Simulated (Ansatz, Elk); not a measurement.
## Bonding as seen by X-rays: CuNi3As

The structure of CuNi3As used here is made up (a known structure type with other elements) and was relaxed beforehand with PBEsol. The aim is the Fourier transform of its all-electron density, F(hkl), set beside the sum over free spherical atoms that refinements use.

Main program and level: Elk 11.2.3 (patched build); DFT, PBE, all-electron APW+lo, Dirac cores, scalar-relativistic bands, static density, no spin.

The structure was built from a prototype and need not be the compound's stable phase.

## 1. The starting structure

Symmetry: Pm-3m, No. 221, cubic system. Conventional cell: a = 4.227 Å, b = 4.227 Å, c = 4.227 Å, α = 90.00°, β = 90.00°, γ = 90.00°. Nearest to As lie 6 Ni at 2.11 Å. Nearest to Cu lie 12 Ni at 2.99 Å. Nearest to Ni lie 2 As at 2.11 Å and 8 Ni at 2.99 Å and 4 Cu at 2.99 Å. Farther neighbours are not listed.

## 2. Ground state and structure factors

An all-electron density is needed, since X-rays see the cores too. Task 0 finds the density and task 195 Fourier-transforms it; tshift is off so that phases refer to the origin typed.

The input, elk.in:

```
tasks
  0
  195

xctype
  20

spinpol
  .false.

rgkmax
  7.0

gmaxvr
  14.0

lmaxo
  7

lmaxapw
  8

swidth
  0.002

tshift
  .false.

ramdisk
  .false.

hmaxvr
  5.5

maxscl
  120

epspot
  1e-06

sppath
  './'

avec
  7.98748594163 0.00000000000 -0.00000000000
  0.00000000000 7.98748594163 0.00000000000
  -0.00000000000 0.00000000000 7.98748594163

atoms
  3
  'As.in'
  1
  0.5000000000 0.5000000000 0.5000000000   0.000000 0.000000 0.000000
  'Cu.in'
  1
  0.0000000000 0.0000000000 0.0000000000   0.000000 0.000000 0.000000
  'Ni.in'
  3
  0.5000000000 -0.0000000000 0.5000000000   0.000000 0.000000 0.000000
  0.5000000000 0.5000000000 0.0000000000   0.000000 0.000000 0.000000
  -0.0000000000 0.5000000000 0.5000000000   0.000000 0.000000 0.000000

ngridk
  5 5 5
```

On the command line:

```
$ OMP_NUM_THREADS=4 elk
```

Numbers of over 12 decimals in the logs are rounded to 6 here.

Output:

```text
┌─────────────────────────┐
│ Elk code version 11.2.3 │
└─────────────────────────┘

All units are atomic (Hartree, Bohr, etc.)

┌─────────────────────────────────────────────────┐
│ Ground-state run starting from atomic densities │
└─────────────────────────────────────────────────┘

Lattice vectors :
   7.987485942       0.000000000      -0.000000000
   0.000000000       7.987485942       0.000000000
  -0.000000000       0.000000000       7.987485942

Reciprocal lattice vectors :
  0.7866286530      -0.000000000       0.000000000
  -0.000000000      0.7866286530      -0.000000000
   0.000000000      -0.000000000      0.7866286530

Unit cell volume      :    509.6010573
Brillouin zone volume :   0.4867537261

Muffin-tin inner radius fraction :   0.1000000000E-01

Nuclei treated as point charges

Species : 1 (As)
 parameters loaded from : As.in
 name : arsenic
 nuclear charge    :   -33.00000000
 electronic charge :    33.00000000
 atomic mass :    136573.7220
 muffin-tin radius :    1.971871485
 number of radial points in muffin-tin :    993
 inner part over the whole radius :   0.9967252224E-02
 number on inner part of muffin-tin    :    699
 approximate nuclear radius :   0.7712558785E-04
 number of mesh points to nuclear radius :    346
 atomic positions (lattice), magnetic fields (Cartesian) :
  1 :   0.50000000  0.50000000  0.50000000    0.00000000  0.00000000  0.00000000

Species : 2 (Cu)
 parameters loaded from : Cu.in
 name : copper
 nuclear charge    :   -29.00000000
 electronic charge :    29.00000000
 atomic mass :    115837.2717
 muffin-tin radius :    2.400000000
 number of radial points in muffin-tin :    993
 inner part over the whole radius :   0.9893084826E-02
 number on inner part of muffin-tin    :    701
 approximate nuclear radius :   0.7406004541E-04
 number of mesh points to nuclear radius :    336
 atomic positions (lattice), magnetic fields (Cartesian) :
  1 :   0.00000000  0.00000000  0.00000000    0.00000000  0.00000000  0.00000000

Species : 3 (Ni)
 parameters loaded from : Ni.in
 name : nickel
 nuclear charge    :   -28.00000000
 electronic charge :    28.00000000
 atomic mass :    106991.5231
 muffin-tin radius :    1.971871485
 number of radial points in muffin-tin :    993
 inner part over the whole radius :   0.9899337032E-02
 number on inner part of muffin-tin    :    697
 approximate nuclear radius :   0.7325707712E-04
 number of mesh points to nuclear radius :    339
 atomic positions (lattice), magnetic fields (Cartesian) :
  1 :   0.50000000  0.00000000  0.50000000    0.00000000  0.00000000  0.00000000
  2 :   0.50000000  0.50000000  0.00000000    0.00000000  0.00000000  0.00000000
  3 :   0.00000000  0.50000000  0.50000000    0.00000000  0.00000000  0.00000000

Total number of atoms per unit cell :    5
Total muffin-tin volume :    186.3707175
 ratio of muffin-tin to unit cell volume :   0.3657188595

Spin treatment :
 spin-unpolarised

Number of Bravais lattice symmetries :   48
Number of crystal symmetries         :   48
Crystal has inversion symmetry
Real symmetric eigensolver will be used

k-point grid :      5     5     5
k-point offset :    0.000000000       0.000000000       0.000000000
k-point set is reduced with full crystal symmetry group
Total number of k-points :       10

Muffin-tin radius times maximum |G+k| :    7.000000000
 using average radius
Maximum |G+k| for APW functions       :    3.402191770
Maximum (1/2)|G+k|²                   :    5.787454418
Maximum |G| for potential and density :    14.00000000
Constant for pseudocharge density :    8
 order of it for each species :   15  15  15
 order of it for pair densities of each species (exact exchange by exxq0 0: 16) :    9  13   9
Radial integration step length :    1

G-vector grid sizes :     36    36    36
Number of G-vectors :    23583

Maximum angular momentum used for
 APW functions            :    8
 outer part of muffin-tin :    7
 inner part of muffin-tin :    2

Total nuclear charge    :   -146.0000000
[...]
Density of states at Fermi energy :    440.6209008
 (states/Hartree/unit cell)

Estimated indirect band gap :   0.7051572319E-03
 from k-point 6 to k-point 8
Estimated direct band gap   :   0.1984621881E-02
 at k-point 2

Charges :
 core                        :    66.00000000
 valence                     :    80.00000000
 interstitial                :    8.938431289
 muffin-tins (core leakage)
  species : 1 (As)
   atom 1                    :    30.79042017     (  0.2046870510E-02)
  species : 2 (Cu)
[...]
species : 3 (Ni)
[...]
total in muffin-tins        :    137.0615687
 total calculated charge     :    145.9894237
 total charge                :    146.0000000
 error                       :   0.1057632257E-01

RMS change in Kohn-Sham potential (target) :    1.385499202     (  0.1000000000E-05)
Absolute change in total energy (target)   :    8.139241592     (  0.1000000000E-03)

[... loops 3 to 18 left out ...]

┌──────────────────┐
│ Loop number : 19 │
└──────────────────┘

Energies :
 Fermi                       :     0.217609
 sum of occupied eigenvalues :     -4876.3672311418
 electron kinetic            :      8630.8440535279
 core electron kinetic       :      7788.2930940118
 Coulomb                     :     -16766.846621487
 Coulomb potential           :     -13062.106663893
 nuclear-nuclear             :     -1239.0812491555
 electron-nuclear            :     -18029.663859330
 Hartree                     :      2501.8984869978
 Madelung                    :     -10235.793289541
 xc potential                :     -445.10462077724
 exchange                    :     -335.41445550946
 correlation                 :     -7.022235
 electron entropic           :    -0.16800872084980E-02
 total energy                :     -8478.4409390538

Density of states at Fermi energy :    123.4487625
 (states/Hartree/unit cell)

Estimated indirect band gap :   0.2917378983E-02
 from k-point 7 to k-point 3
Estimated direct band gap   :   0.1679463370E-01
 at k-point 3

Charges :
 core                        :    66.00000000
 valence                     :    80.00000000
 interstitial                :    8.626240491
 muffin-tins (core leakage)
  species : 1 (As)
[...]
species : 2 (Cu)
[...]
species : 3 (Ni)
[...]
total in muffin-tins        :    137.3737595
 total calculated charge     :    145.9894160
 total charge                :    146.0000000
 error                       :   0.1058399067E-01

RMS change in Kohn-Sham potential (target) :   0.5975142954E-06 (  0.1000000000E-05)
Absolute change in total energy (target)   :   0.1533601971E-04 (  0.1000000000E-03)

Convergence targets achieved

┌──────────────────┐
│ Loop number : 20 │
└──────────────────┘

Energies :
 Fermi                       :     0.217609
 sum of occupied eigenvalues :     -4876.3672321970
 electron kinetic            :      8630.8440549121
 core electron kinetic       :      7788.2930949281
 Coulomb                     :     -16766.846623123
 Coulomb potential           :     -13062.106659777
 nuclear-nuclear             :     -1239.0812491555
 electron-nuclear            :     -18029.663866567
 Hartree                     :      2501.8984926001
 Madelung                    :     -10235.793293234
 xc potential                :     -445.10462733250
 exchange                    :     -335.41445590176
 correlation                 :     -7.022236
 electron entropic           :    -0.16800871657588E-02
 total energy                :     -8478.4409397144

Density of states at Fermi energy :    123.4487686
 (states/Hartree/unit cell)

Estimated indirect band gap :   0.2917369299E-02
 from k-point 7 to k-point 3
Estimated direct band gap   :   0.1679462819E-01
 at k-point 3

Charges :
 core                        :    66.00000000
 valence                     :    80.00000000
 interstitial                :    8.626240055
 muffin-tins (core leakage)
  species : 1 (As)
[...]
species : 2 (Cu)
[...]
species : 3 (Ni)
   atom 1                    :    26.31512154     (  0.2695306807E-02)
   atom 2                    :    26.31512154     (  0.2695306807E-02)
   atom 3                    :    26.31512154     (  0.2695306807E-02)
 total in muffin-tins        :    137.3737599
 total calculated charge     :    145.9894160
 total charge                :    146.0000000
 error                       :   0.1058399040E-01

┌──────────────────────────────┐
│ Self-consistent loop stopped │
└──────────────────────────────┘

Warning : core states of species 1 leak from the muffin-tin :   0.1981708136E-02

Warning : core states of species 2 leak from the muffin-tin :   0.1549174914E-03

Warning : core states of species 3 leak from the muffin-tin :   0.2695306807E-02

Wrote STATE.OUT
```

Wall time 18 s (4 threads of Intel Xeon Platinum 8559C (Emerald Rapids), shared host); peak memory 0.21 GiB; 45 s of CPU time.

SFACRHO.OUT:

```text

h k l indices transformed by vhmat matrix:
   1.000000000       0.000000000       0.000000000    
   0.000000000       1.000000000       0.000000000    
   0.000000000       0.000000000       1.000000000    

      h      k      l  multipl.   |H|            Re(F)            Im(F)           |F|

      0      0      0      1   0.0000000       146.00000     -0.25324280E-17   146.00000    
     -1      0      0      6  0.78662865      -28.799703      0.23998851E-13   28.799703    
      1     -1      0     12   1.1124609       28.656206     -0.65774362E-14   28.656206    
     -1     -1     -1      8   1.3624808       63.052561     -0.63730882E-14   63.052561    
      0      0     -2      6   1.5732573       109.20755     -0.42225134E-13   109.20755    
     -1     -2      0     24   1.7589551      -22.713078      0.54842891E-13   22.713078    
      1     -2      1     24   1.9268388       24.000378      0.21237752E-13   24.000378    
      0      2     -2     12   2.2249218       92.615258      0.10544519E-13   92.615258    
      0     -3      0      6   2.3598860      -19.892308      0.77514786E-13   19.892308    
     -1      2     -2     24   2.3598860      -19.958522      0.20558430E-13   19.958522    
      3      1      0     24   2.4875382       21.306589      0.19090421E-13   21.306589    
      1     -3      1     24   2.6089521       44.109749     -0.14096851E-13   44.109749    
     -2      2      2      8   2.7249616       81.321356      0.32348665E-13   81.321356    
     -3      2      0     24   2.8362299      -17.923036      0.41449810E-13   17.923036    
     -3      1      2     48   2.9432949       19.322370     -0.17271204E-13   19.322370    
      0     -4      0      6   3.1465146       72.901449     -0.57849130E-13   72.901449    
      2     -2     -3     24   3.2433530      -16.411815      0.40439055E-13   16.411815    
      4     -1      0     24   3.2433530      -16.588398      0.32524162E-13   16.588398
```

Elk indexes on the primitive cell of elk.in and gives |H| = 4π sin θ/λ in inverse bohr. Below, one row stands for each form hkl of the conventional cell (m members, Friedel mates merged), F is for one primitive cell and the density is static (no thermal factor). Free-atom factors are Waasmaier and Kirfel's, and R is Σm||F|−|F'||/Σm|F|.

```
hkl   m  sin θ/λ (Å⁻¹)  abs F, DFT  neutral atoms   diff.
100   6          0.118      28.800         28.361  +0.439
110  12          0.167      28.656         28.962  -0.306
111   8          0.205      63.053         63.254  -0.201
200   6          0.237     109.207        109.645  -0.438
210  24          0.265      22.713         22.634  +0.079
211  24          0.290      24.000         24.268  -0.268
220  12          0.335      92.615         93.016  -0.400
300   6          0.355      19.892         20.004  -0.111
221  24          0.355      19.959         20.004  -0.045
310  24          0.374      21.307         21.465  -0.158
311  24          0.392      44.110         44.185  -0.076
222   8          0.410      81.321         81.511  -0.190
320  24          0.426      17.923         18.083  -0.160
321  48          0.443      19.322         19.366  -0.044
400   6          0.473      72.901         72.909  -0.008
322  24          0.488      16.412         16.535  -0.123
410  24          0.488      16.588         16.535  +0.053
411  24          0.502      17.864         17.681  +0.183
330  12          0.502      17.568         17.681  -0.113
331  24          0.516      34.586         34.568  +0.018
420  24          0.529      66.187         66.200  -0.013
421  48          0.542      15.279         15.239  +0.040
```

## 3. The highest occupied states alone

An energy window below the Fermi level keeps the highest occupied states, to see at which angles they scatter; shallow core shells can lie inside it and anion s states outside. No new self-consistency is needed.

elk.in: that of step 2 with these lines changed.

```diff
@@ -1,3 +1,2 @@
 tasks
-  0
   195
@@ -40,2 +39,5 @@
 
+wsfac
+  -0.149880 0.517610
+
 sppath
```

On the command line:

```
$ OMP_NUM_THREADS=4 elk
```

Output:

```text
┌─────────────────────────────────┐
│ Elk code version 11.2.3 started │
└─────────────────────────────────┘

Info(readinput): the functional depends on the density's gradient
 muffin-tin radial points multiplied by    2.00000
 (not where nrmtscf is given)

┌────────────────────┐
│ Current task : 195 │
└────────────────────┘
Info(checkmt): changed muffin-tin radius of species 1 (As) from   2.4000 to   1.9719
Info(checkmt): changed muffin-tin radius of species 3 (Ni) from   2.4000 to   1.9719

Info(sfacrho): density structure factors written to SFACRHO.OUT

 Energy window :  -0.1498800000      0.5176100000

┌──────────────────┐
│ Elk code stopped │
└──────────────────┘
```

The job ended after 6 s (4 threads; peak memory 0.16 GiB; 8.2 s of CPU time).

States within 10 eV below the Fermi level hold 44.00 electrons; any levels below the window count with the cores. Their amplitudes can exceed the total, where window and core parts have opposite phase:

```
hkl  sin θ/λ (Å⁻¹)  abs F, window  abs F, all
100          0.118          0.635      28.800
110          0.167          1.764      28.656
111          0.205         23.353      63.053
200          0.237         21.131     109.207
210          0.265          0.897      22.713
211          0.290          0.802      24.000
220          0.335         14.257      92.615
300          0.355          0.938      19.892
221          0.355          0.785      19.959
310          0.374          0.536      21.307
```

## 4. Another functional

The difference from free atoms is small, so it is set against the change that LDA (Perdew-Wang) makes.

elk.in: that of step 3 with these lines changed.

```diff
@@ -1,2 +1,3 @@
 tasks
+  0
   195
@@ -4,3 +5,3 @@
 xctype
-  20
+  3
 
@@ -39,5 +40,2 @@
 
-wsfac
-  -0.149880 0.517610
-
 sppath
```

On the command line:

```
$ OMP_NUM_THREADS=4 elk
```

Output:

```text
┌─────────────────────────┐
│ Elk code version 11.2.3 │
└─────────────────────────┘

All units are atomic (Hartree, Bohr, etc.)

┌─────────────────────────────────────────────────┐
│ Ground-state run starting from atomic densities │
└─────────────────────────────────────────────────┘

Lattice vectors :
   7.987485942       0.000000000      -0.000000000
   0.000000000       7.987485942       0.000000000
  -0.000000000       0.000000000       7.987485942

Reciprocal lattice vectors :
  0.7866286530      -0.000000000       0.000000000
[...]
atom 3                    :    26.32205709     (  0.2818140491E-02)
 total in muffin-tins        :    137.4304297
 total calculated charge     :    145.9889603
 total charge                :    146.0000000
 error                       :   0.1103972197E-01

┌──────────────────────────────┐
│ Self-consistent loop stopped │
└──────────────────────────────┘

Warning : core states of species 1 leak from the muffin-tin :   0.2031295380E-02

Warning : core states of species 2 leak from the muffin-tin :   0.1599084321E-03

Warning : core states of species 3 leak from the muffin-tin :   0.2818140491E-02

Wrote STATE.OUT
[key lines of the parts left out:]
total energy                :     -8465.5405211158
```

Run time: 11 s. Hardware: 4 threads; peak memory 0.18 GiB.

Against the first run R = 0.05 %; the largest change is -0.058 at 222.

## 5. A coarser k-mesh

About half the k-points along each axis test the sampling.

elk.in: that of step 4 with these lines changed.

```diff
@@ -5,3 +5,3 @@
 xctype
-  3
+  20
 
@@ -63,2 +63,2 @@
 ngridk
-  5 5 5
+  2 2 2
```

On the command line:

```
$ OMP_NUM_THREADS=4 elk
```

Output:

```text
┌─────────────────────────┐
│ Elk code version 11.2.3 │
└─────────────────────────┘

All units are atomic (Hartree, Bohr, etc.)

┌─────────────────────────────────────────────────┐
│ Ground-state run starting from atomic densities │
└─────────────────────────────────────────────────┘

Lattice vectors :
   7.987485942       0.000000000      -0.000000000
   0.000000000       7.987485942       0.000000000
  -0.000000000       0.000000000       7.987485942

Reciprocal lattice vectors :
  0.7866286530      -0.000000000       0.000000000
[...]
atom 3                    :    26.29238012     (  0.2681620133E-02)
 total in muffin-tins        :    137.2692235
 total calculated charge     :    145.9894051
 total charge                :    146.0000000
 error                       :   0.1059485067E-01

┌──────────────────────────────┐
│ Self-consistent loop stopped │
└──────────────────────────────┘

Warning : core states of species 1 leak from the muffin-tin :   0.1978408739E-02

Warning : core states of species 2 leak from the muffin-tin :   0.1532723821E-03

Warning : core states of species 3 leak from the muffin-tin :   0.2681620133E-02

Wrote STATE.OUT
[key lines of the parts left out:]
total energy                :     -8478.4141366874
```

Elapsed: 14 s, on 4 threads; peak memory 0.2 GiB; 28 s of CPU time.

Against the first run R = 0.05 %; the largest change is -0.078 at 111.

## 6. Settings against the effect

```
              run  R against the first run (%)  R against neutral atoms, low angle (%)  wall time
    PBE, rgkmax 7                         0.00                                    0.67       18 s
LDA (Perdew-Wang)                         0.05                                    0.69       11 s
     k-mesh 2×2×2                         0.05                                    0.72       14 s
```

## 7. Results

- R against neutral atoms, sin θ/λ < 0.3 Å⁻¹: 0.67 %
- R against neutral atoms, 0.3 to 0.82 Å⁻¹: 0.38 %

Independent neutral atoms miss the calculated amplitudes by R = 0.67 % below 0.3 Å⁻¹ and 0.38 % from there to 0.82 Å⁻¹; by shells, 1.52 % below 0.15 Å⁻¹ (1 form), 0.62 % 0.15 to 0.3 (5 forms), 0.37 % 0.3 to 0.45 (8 forms), 0.38 % above 0.45 (41 forms). Bonding, aspherical density and the tables' own atoms all enter these figures, and the runs don't part them. The largest change of an amplitude is +0.44 electrons, at 100. The window's part falls from 44.0 electrons at the origin to at most 7.89 between 0.45 and 0.82 Å⁻¹, where compact states inside the window still scatter. Below 0.3 Å⁻¹ the changes that finished (LDA (Perdew-Wang) and k-mesh 2×2×2) move F by R = 0.06 % at most, against the 0.67 % that separates it from free atoms. The basis has no finished test. These runs have no spin, though d or f shells may be open. Part of the difference isn't bonding: the tables are fits to free atoms and ions calculated by other methods than this functional. Thermal motion, anomalous dispersion and extinction are left out.

[Logs are printed without paths, hosts, clocks, repeated set-up lines and the standing remarks that a program may print on its own settings, such as how far it seeks lower states.]

[Hosts, paths, dates, database ids (printed as entryN), source tags and the programs' standing remarks are cut or masked in the printed files.]
